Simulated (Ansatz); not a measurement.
## (InP)3(MgS)1 [001] superlattice, started as zinc blende: phonons and vibrational spectra

How does (InP)3(MgS)1 [001] superlattice, started as zinc blende vibrate, and is this structure a minimum?

Method: DFT PBEsol, scalar-relativistic, plane waves, PAW, in Ansatz 0.2.0.

The structure was built from a prototype and need not be the compound's stable phase.

**1. The starting structure**

The structure is orthorhombic, space group Pmm2 (No. 25). The conventional cell has a = 4.107 Å, b = 4.107 Å, c = 11.615 Å, α = 90.00°, β = 90.00°, γ = 90.00°. Nearest to In lie 2 S at 2.51 Å and 2 P at 2.51 Å. Nearest to In lie 4 P at 2.51 Å. Mg has 2 P at 2.51 Å and 2 S at 2.51 Å nearest. Nearest to P lie 4 In at 2.51 Å. Nearest to P lie 4 In at 2.51 Å. Farther neighbours and most contacts between anions are not listed.

**2. Rough relaxation**

The start is far from rest, so a relaxation with loose tolerances brings it close first.

Contents of input.yaml:

```yaml
crystal:
  lattice:
    - [2.90375, 2.90375, 0.0]
    - [-2.90375, 2.90375, 0.0]
    - [0.0, 0.0, 11.615]
  atoms:
    - { symbol: In, position: [0.0, 0.0, 0.0] }
    - { symbol: In, position: [0.5, 0.5, 0.25] }
    - { symbol: In, position: [0.0, 0.0, 0.5] }
    - { symbol: Mg, position: [0.5, 0.5, 0.75] }
    - { symbol: P, position: [0.5, 0.0, 0.125] }
    - { symbol: P, position: [0.0, 0.5, 0.375] }
    - { symbol: P, position: [0.5, 0.0, 0.625] }
    - { symbol: S, position: [0.0, 0.5, 0.875] }
kpoints:
  mp_grid: { grid: [6, 6, 2] }
hamiltonian:
  xc: pbesol
scf:
  occupations: { method: gaussian, width: 0.1 }
output:
  forces: true
  stress: true
  eigenvalues: true
relax:
  adjacent_minimum: "off"
  f_tol: 0.05
  max_steps: 80
  cell: { stress_tol: 0.5 }
```

The run is started by

```console
> ansatz run input.yaml --threads 8 --pin off --max-ram 14336MiB --backend cpu --events-out ev --progress --plain --runs-dir out
```

Numbers of over 12 decimals in the logs are rounded to 6 here.

The log of the run:

```text
The last accepted step is kept in <dir> (removed where the run ends without a failure and the disk answers)
Engine: ansatz 0.2.0, x86_64-unknown-linux-gnu
Pseudopotentials: kind: paw
Pseudopotential: In, paw, valence charge 13, recommended cutoff 420 eV (normal), In.paw.azcp
Pseudopotential: Mg, paw, valence charge 10, recommended cutoff 420 eV (normal), Mg.paw.azcp
[...]
- [-2.955363, 2.955363, 0]
    - [0, 0, 11.536657]
  atoms:
    - { symbol: In, position: [0, 0, -0.00109159] }
    - { symbol: In, position: [0.500000, 0.500000, 0.252303] }
    - { symbol: In, position: [0, 0, 0.507063] }
    - { symbol: Mg, position: [0.500000, 0.500000, 0.743248] }
    - { symbol: P, position: [0.500000, 0, 0.121275] }
    - { symbol: P, position: [0, 0.5, 0.375579] }
    - { symbol: P, position: [0.500000, 0, 0.630414] }
    - { symbol: S, position: [0, 0.5, 0.871209] }
[key lines of the parts left out:]
SCF converged after 4 iterations
Free energy (F): -21596.537138 eV
Fermi energy:    6.459974 eV
P = ⅓ Tr σ = -0.0474 GPa (-0.474 kbar)
```

Wall time 25 s (8 threads of Intel Xeon Platinum 8488C (Sapphire Rapids), shared host); peak memory 0.81 GiB; 2.8 min of CPU time.

Step by step:

| step | energy less that of the first step (eV) | largest force component (eV/Å) | pressure (GPa) | volume (Å³) |
| --- | --- | --- | --- | --- |
| 1 | 0.0000 | 0.7184 | 1.47 | 195.87 |
| 2 | -0.1053 | 0.1920 | -0.27 | 200.69 |
| 3 | -0.1098 | 0.0267 | -0.05 | 200.00 |
| 4* | -0.1107 | 0.0267 | -0.05 | 200.00 |

Relaxation steps marked * repeat the geometry before them on a plane-wave basis chosen anew for their cell, so energy and pressure can jump there.

The run keeps the 4 symmetry operations that it works with, so distortions that break them were not tested.

| conventional cell, symmetrised | before | after | change |
| --- | --- | --- | --- |
| a (Å) | 4.107 | 4.148 | +1.0 % |
| b (Å) | 4.107 | 4.180 | +1.8 % |
| c (Å) | 11.615 | 11.537 | -0.7 % |
| volume (Å³/atom) | 24.48 | 25.00 | +2.1 % |

The atoms that moved most (Å, as changes of fractional coordinates times the final cell):

| atom | dx | dy | dz | length |
| --- | --- | --- | --- | --- |
| In3 | 0.000 | 0.000 | 0.081 | 0.081 |
| Mg4 | 0.000 | 0.000 | -0.078 | 0.078 |
| P7 | 0.000 | 0.000 | 0.062 | 0.062 |
| S8 | 0.000 | 0.000 | -0.044 | 0.044 |
| P5 | 0.000 | 0.000 | -0.043 | 0.043 |
| In2 | 0.000 | 0.000 | 0.027 | 0.027 |
| In1 | 0.000 | 0.000 | -0.013 | 0.013 |
| P6 | 0.000 | 0.000 | 0.007 | 0.007 |

Numbers from this step:

- pressure: -0.04741 GPa
- volume per atom: 25.00 Å³
- gap on the k-mesh: 0.4158 eV
- direct gap on mesh: 0.4158 eV

In this step the volume went from 24.48 to 25.00 Å³/atom.

**3. Bringing the structure to rest**

Harmonic phonons are second derivatives at a point where the forces vanish, and they are wanted at zero stress, so atoms and cell are relaxed first.

Contents of input.yaml:

```yaml
crystal:
  lattice:
    - [2.9330487423, 2.9330487423, 0.0]
    - [-2.9553630126, 2.9553630126, 0.0]
    - [0.0, 0.0, 11.5366569161]
  atoms:
    - { symbol: In, position: [0.0, 0.0, -0.0010915878] }
    - { symbol: In, position: [0.5, 0.5, 0.2523034416] }
    - { symbol: In, position: [0.0, 0.0, 0.5070633039] }
    - { symbol: Mg, position: [0.5, 0.5, 0.7432482978] }
    - { symbol: P, position: [0.5, 0.0, 0.1212754634] }
    - { symbol: P, position: [0.0, 0.5, 0.3755786905] }
    - { symbol: P, position: [0.5, 0.0, 0.630413581] }
    - { symbol: S, position: [0.0, 0.5, 0.8712088097] }
kpoints:
  mp_grid: { grid: [8, 8, 4] }
hamiltonian:
  xc: pbesol
scf:
  occupations: { method: gaussian, width: 0.02 }
output:
  forces: true
  stress: true
  eigenvalues: true
  write_density: true
  write_potential: true
  elf: true
  volumetric_format: npy
relax:
  adjacent_minimum: "off"
  f_tol: 0.005
  max_steps: 80
  cell: { stress_tol: 0.05 }
```

The log of the run:

```text
[...]
Crystal: 8 atoms, lattice volume = 200.005 Å³
Basis set: ecut = 420 eV, 3895 PW (Γ), exchange–correlation on 60×60×160 points (8 copies of the dense FFT grid, shifted against one another)
Bands: 43, of which v1, the nominal top of the filled ones, is band 35 counted from 1 (34 counted from 0)
Symmetry: 4 space group operations
[...]
k-points: 75 of 256 (time reversal used)
[...]
SCF iter   1: F=—  HF=-21596.576563 eV  |F-HF|=—  |Δ(HF+E_count)|=         —  Δρ=4.95e-3  dr2=8.50e-2  ethr=1.77e-3  ⟨swp⟩=9.7  Hψ=15472  notcnv=0  defer=3
[...]
SCF iter   7: F=-21596.549788 eV  HF=-21596.549788 eV  |F-HF|=5.17e-8  |Δ(HF+E_count)|=   1.27e-6  Δρ=5.01e-6  dr2=6.07e-8  ethr=1.43e-10  ⟨swp⟩=17.5  Hψ=30501  notcnv=0
SCF 1 converged in 7 iterations: F = -21596.549788 eV  dr2 = 6.07e-8
[...]
relax step   1: F+E_penalty+E_count = -21596.54978782 eV  Δ(F+E_penalty+E_count) = +0.000e0 eV  max|allowed force component| = 2.628e-2 eV/Å  Δτ_max = 0.0000 Å  P = -0.048 GPa  Ω = 200.005 Å³  (7 SCF iters, dr2 threshold 1.00e-7 eV, accepted)
Crystal: 8 atoms, lattice volume = 199.826 Å³
[...]
SCF iter   5: F=-21596.549909 eV  HF=-21596.549909 eV  |F-HF|=3.53e-10  |Δ(HF+E_count)|=   5.83e-9  Δρ=1.82e-6  dr2=9.89e-9  ethr=6.16e-11  ⟨swp⟩=11.5  Hψ=22714  notcnv=0
SCF 2 converged in 5 iterations: F = -21596.549909 eV  dr2 = 9.89e-9
relax step   2: F+E_penalty+E_count = -21596.54990943 eV  Δ(F+E_penalty+E_count) = -1.216e-4 eV  max|allowed force component| = 9.270e-3 eV/Å  Δτ_max = 0.0025 Å  P = +0.003 GPa  Ω = 199.826 Å³  energy of the carried Pulay correction = +3.276e-5 eV  (5 SCF iters, dr2 threshold 4.31e-8 eV, accepted)
Crystal: 8 atoms, lattice volume = 199.821 Å³
[...]
SCF iter   5: F=-21596.549919 eV  HF=-21596.549919 eV  |F-HF|=8.62e-10  |Δ(HF+E_count)|=   1.01e-9  Δρ=5.65e-7  dr2=1.97e-9  ethr=7.67e-12  ⟨swp⟩=9.9  Hψ=20127  notcnv=0
SCF 3 converged in 5 iterations: F = -21596.549919 eV  dr2 = 1.97e-9
relax step   3: F+E_penalty+E_count = -21596.54991867 eV  Δ(F+E_penalty+E_count) = -9.239e-6 eV  max|allowed force component| = 2.114e-3 eV/Å  Δτ_max = 0.0015 Å  P = +0.004 GPa  Ω = 199.821 Å³  energy of the carried Pulay correction = +3.363e-5 eV  (5 SCF iters, dr2 threshold 5.37e-9 eV, accepted)
[...]
SCF iter   1: F=—  HF=-21596.549884 eV  |F-HF|=—  |Δ(HF+E_count)|=         —  Δρ=1.73e-6  dr2=4.95e-9  ethr=3.37e-7  ⟨swp⟩=4.1  Hψ=25374  notcnv=0
eigensolver tolerance schedule: the retry pair's looser diagonalisation over-reported the residual by 47699.82 of it (diagonalisation noise at an unbounded share of the residual, at the tolerance the schedule requests for it); recorded, not acted on — ethr = c·dr2/N_el stays at c = 1.0e-1
SCF iter   2: F=—  HF=-21596.549886 eV  |F-HF|=—  |Δ(HF+E_count)|=   2.12e-6  Δρ=1.02e-6  dr2=1.93e-9  ethr=7.07e-12  ⟨swp⟩=4.3  Hψ=9256  notcnv=0
[...]
SCF iter   4: F=-21596.549886 eV  HF=-21596.549886 eV  |F-HF|=3.64e-12  |Δ(HF+E_count)|=  1.06e-10  Δρ=1.09e-7  dr2=4.57e-11  ethr=1.00e-12  ⟨swp⟩=7.9  Hψ=20961  notcnv=0
SCF 4 converged in 4 iterations: F = -21596.549886 eV  dr2 = 4.57e-11
relax step   4: F+E_penalty+E_count = -21596.54988588 eV  Δ(F+E_penalty+E_count) = +3.279e-5 eV  max|allowed force component| = 2.117e-3 eV/Å  Δτ_max = 0.0000 Å  P = +0.004 GPa  Ω = 199.821 Å³  stress off target by 5.03e-3 GPa  SCF on the basis re-selected at this cell (its energy is not comparable with the rows above)  (4 SCF iters)
basis re-selected at this cell: Δ(F+E_penalty+E_count) = +3.279e-5 eV, ΔP = -0.000 GPa vs the last step (what re-selecting the basis moved, of the pressure what is left beyond the Pulay correction that the steps carried, after the strain that the cell walked since its last selection, with what the two solves' SCF thresholds leave and, on support functions, any second-order correction that the steps lacked; it is no m [...]
SCF converged after 4 iterations
Free energy (F): -21596.549886 eV
[...]
Internal energy: -21596.549886 eV  (E = F + TS)
E sigma→0 (E₀):  -21596.549886 eV
Fermi energy:    6.461975 eV
[...]
--- Forces (eV/Å), atoms counted from 1 ---
  atom   1  In     0.00000000    -0.00000000    -0.00071962
  atom   2  In     0.00000000     0.00000000    -0.00048606
  atom   3  In     0.00000000     0.00000000    -0.00128483
  atom   4  Mg     0.00000000     0.00000000     0.00035724
  atom   5  P      0.00000000     0.00000000     0.00049012
  atom   6  P      0.00000000    -0.00000000    -0.00013779
  atom   7  P     -0.00000000     0.00000000    -0.00033608
  atom   8  S      0.00000000    -0.00000000     0.00211696
  max |Σ_I F_I| component: 7.05e-8 eV/Å
--- Stress (GPa, compression-positive) ---
        0.004749       0.000280       0.000000
        0.000280       0.004749       0.000000
        0.000000       0.000000       0.002953
  P = ⅓ Tr σ = 0.0042 GPa (0.042 kbar)
--- Band table (eV; the first three rows and the last of 75) ---
  k-point 0: bands = [... 31 lower, 5.0568, 5.8205, 6.0066, 6.2514, 6.6725, 7.7721, 8.2350, 8.8544, ... 4 higher]
  k-point 1: bands = [... 31 lower, 5.1435, 5.3155, 5.9522, 6.1901, 7.1655, 7.8181, 8.2050, 8.5699, ... 4 higher]
  k-point 2: bands = [... 31 lower, 5.1183, 5.2322, 5.8898, 6.1212, 7.6812, 7.7560, 8.2159, 8.3836, ... 4 higher]
  k-point 74: bands = [... 31 lower, 3.6596, 3.8620, 4.3050, 4.5096, 8.3879, 8.6856, 8.7913, 8.9025, ... 4 higher]
--- Relaxed structure (3 steps of the walk, 3 accepted, 1 SCFs on fresh bases) ---
[...]
cell:  # Å, volume = 199.8214 Å³
    - [2.932469, 2.932469, 0]
    - [-2.953393, 2.953393, 0]
    - [0.0, 0, 11.536054]
  atoms:
    - { symbol: In, position: [0, 0, -0.00120168] }
    - { symbol: In, position: [0.500000, 0.5, 0.252228] }
    - { symbol: In, position: [0, 0, 0.507030] }
    - { symbol: Mg, position: [0.500000, 0.5, 0.743238] }
    - { symbol: P, position: [0.500000, 0, 0.121234] }
    - { symbol: P, position: [0, 0.5, 0.375597] }
    - { symbol: P, position: [0.500000, 0, 0.630632] }
    - { symbol: S, position: [0, 0.5, 0.871243] }
```

Elapsed: 55 s, on 8 threads; peak memory 1.1 GiB.

Little changed from the start: no atom moved by 0.005 Å and no cell edge by 0.1 %.

This step gave:

```
pressure           : 0.004150 GPa
gap on the k-mesh  : 0.4211 eV
volume per atom    : 24.98 Å³
direct gap on mesh : 0.4211 eV
```

Electrostatic potential energy in the ac plane at fractional y = 0.500, with atoms of In and Mg and P and S within 0.2 Å of it. With pseudopotentials it is smooth inside the atoms' cores, unlike the true potential.

Ten even steps from '_' (-48 eV) to '@' (11 eV), each cell a mean:
```
%%@@@@@@@@@@@@@@@@@@@@@@@@%%
==++##@@@@@@@@@@@@@@@@%%**==
--::==##@@@@@@@@@@@@@@##----
--::++%%@@@@%%%%%%@@%%##----
++**%%%%%%##++++**##%%%%##**
@@@@@@%%##--____..++%%%%@@@@
@@@@@@%%##==____..++%%@@@@@@
@@@@@@@@%%##****##%%@@@@@@@@
@@@@@@@@@@@@@@@@@@@@@@@@@@@@
@@@@@@@@@@@@@@@@@@@@@@@@@@@@
@@@@@@@@@@@@@@@@@@@@@@@@@@@@
@@@@@@@@@@@@@@@@@@@@@@@@@@@@
%%%%@@@@@@@@@@@@@@@@@@@@@@%%
::==##%%@@@@@@@@@@@@@@%%++--
____--##@@@@@@@@@@@@%%**..__
____==##%%%%####%%%%%%##--__
++**%%%%##++--::--++%%%%##**
@@@@@@%%++::......--**%%@@@@
@@@@@@%%++--....::--##%%@@@@
@@@@@@@@%%##++++**##%%@@@@@@
@@@@@@@@@@@@%%%%@@@@@@@@@@@@
@@@@@@@@@@@@@@@@@@@@@@@@@@@@
@@@@@@@@@@@@@@@@@@@@@@@@@@@@
@@@@@@@@@@@@@@@@@@@@@@@@@@@@
```
Columns run along a (4.1 Å; values clipped at the 3rd and 97th percentile), rows up along c (11.5 Å). Atoms in or near the plane, at fractional coordinates: In at (0.50, 0.25), Mg at (0.50, 0.74), P at (0.00, 0.38), S at (0.00, 0.87).

Valence density in the ac plane at fractional y = 0.500, with atoms of In and Mg and P and S within 0.2 Å of it. It is the smooth field of the valence electrons, not physical close to the nuclei.

Ten steps, logarithmic in the rise over the least value, from '0' (0 e/Å³) to '9' (18 e/Å³), each cell a mean:
```
22100000000112
33321000001233
23431000012343
34431100012343
33321134211233
11111599841111
00001589740000
00000133210000
00000000000000
00000000000000
00000000000000
00000000000000
22110000000112
33211000001223
12321100012232
23322222222332
23223466542223
11124688753211
00113578752100
00001244321000
00000011100000
00000000000000
00000000000000
00000000000000
```
Columns run along a (4.1 Å), rows up along c (11.5 Å). Atoms in or near the plane, at fractional coordinates: In at (0.50, 0.25), Mg at (0.50, 0.74), P at (0.00, 0.38), S at (0.00, 0.87).

ELF in the ac plane at fractional y = 0.500, with atoms of In and Mg and P and S within 0.2 Å of it. It is the smooth field of the valence electrons, not physical close to the nuclei.

Ten even steps from '_' (0.00) to '@' (0.91), each cell a mean:
```
####**==::________..--++**##
%%%%%%%%++--____..--**%%%%%%
..==@@@@%%++..__::**%%@@%%--
--**@@@@%%==..__::**@@@@@@++
@@@@@@%%--..::::....**@@@@@@
####**--__--==--==::..==####
::::..____--==--==::____::::
____________......__________
________..............______
____________......__________
____________________________
==--::..______________..::--
%%%%**==::________..--++##%%
**##%%##==::____..--++######
__..##%%##==::..::++##%%++__
..==@@@@**--::::::--##@@%%--
%%%%%%**--::....::::==##@@%%
****++--::..______..::--****
::::::::::::____..::::::::::
____..::::::::::::::::::..__
______....::::::::......____
__________........__________
____________________________
--::..________________..::::
```
Columns run along a (4.1 Å), rows up along c (11.5 Å). Atoms in or near the plane, at fractional coordinates: In at (0.50, 0.25), Mg at (0.50, 0.74), P at (0.00, 0.38), S at (0.00, 0.87).

In this step the volume went from 25.00 to 24.98 Å³/atom.

**4. Relaxing to small forces for the phonons**

Phonons need a cell at rest on their own settings, so the relaxation is repeated with tight tolerances on forces and stress, using the mesh and the filling of the phonon run that follows.

Contents of input.yaml:

```yaml
crystal:
  lattice:
    - [2.9324694251, 2.9324694251, 0.0]
    - [-2.9533934474, 2.9533934474, 0.0]
    - [0.0, 0.0, 11.5360539695]
  atoms:
    - { symbol: In, position: [0.0, 0.0, -0.0012016829] }
    - { symbol: In, position: [0.5, 0.5, 0.2522280503] }
    - { symbol: In, position: [0.0, 0.0, 0.5070299561] }
    - { symbol: Mg, position: [0.5, 0.5, 0.7432383844] }
    - { symbol: P, position: [0.5, 0.0, 0.1212336672] }
    - { symbol: P, position: [0.0, 0.5, 0.3755968085] }
    - { symbol: P, position: [0.5, 0.0, 0.6306318052] }
    - { symbol: S, position: [0.0, 0.5, 0.8712430113] }
kpoints:
  mp_grid: { grid: [8, 8, 4] }
hamiltonian:
  xc: pbesol
scf:
  occupations: { method: fixed }
output:
  forces: true
  stress: true
  eigenvalues: true
relax:
  adjacent_minimum: "off"
  f_tol: 0.001
  max_steps: 60
  cell: { stress_tol: 0.01 }
```

The log of the run:

```text
[...]
Crystal: 8 atoms, lattice volume = 199.821 Å³
Basis set: ecut = 420 eV, 3895 PW (Γ), exchange–correlation on 60×60×160 points (8 copies of the dense FFT grid, shifted against one another)
Bands: 43, of which v1, the nominal top of the filled ones, is band 35 counted from 1 (34 counted from 0)
Symmetry: 4 space group operations
[...]
k-points: 75 of 256 (time reversal used)
[...]
- [-2.953573, 2.953573, 0]
    - [0, 0, 11.536033]
  atoms:
    - { symbol: In, position: [0, 0, -0.00119121] }
    - { symbol: In, position: [0.5, 0.500000, 0.252211] }
    - { symbol: In, position: [0, 0, 0.507000] }
    - { symbol: Mg, position: [0.5, 0.500000, 0.743250] }
    - { symbol: P, position: [0.500000, 0, 0.121242] }
    - { symbol: P, position: [0, 0.500000, 0.375577] }
    - { symbol: P, position: [0.500000, 0, 0.630627] }
    - { symbol: S, position: [0, 0.500000, 0.871284] }
[key lines of the parts left out:]
SCF converged after 7 iterations
Free energy (F): -21596.549886 eV
Fermi energy:    6.250728 eV
P = ⅓ Tr σ = 0.0008 GPa (0.008 kbar)
```

Wall time 45 s (8 threads); peak memory 1 GiB; 5.2 min of CPU time.

Little changed from the start: no atom moved by 0.005 Å and no cell edge by 0.1 %.

Numbers from this step:

```
pressure           : 8.20e-4 GPa
gap on the k-mesh  : 0.4208 eV
direct gap on mesh : 0.4208 eV
```

The largest force component left is 0.55 meV/Å and the pressure is 0.001 GPa, within the tolerances set. The cell now holds 24.98 Å³/atom.

(Continued in part 2 of 2.)

[Logs are printed without paths, hosts, clocks, repeated set-up lines and the standing remarks that a program may print on its own settings, such as how far it seeks lower states.]

[Hosts, paths, dates, database ids (printed as entryN), source tags and the programs' standing remarks are cut or masked in the printed files.]
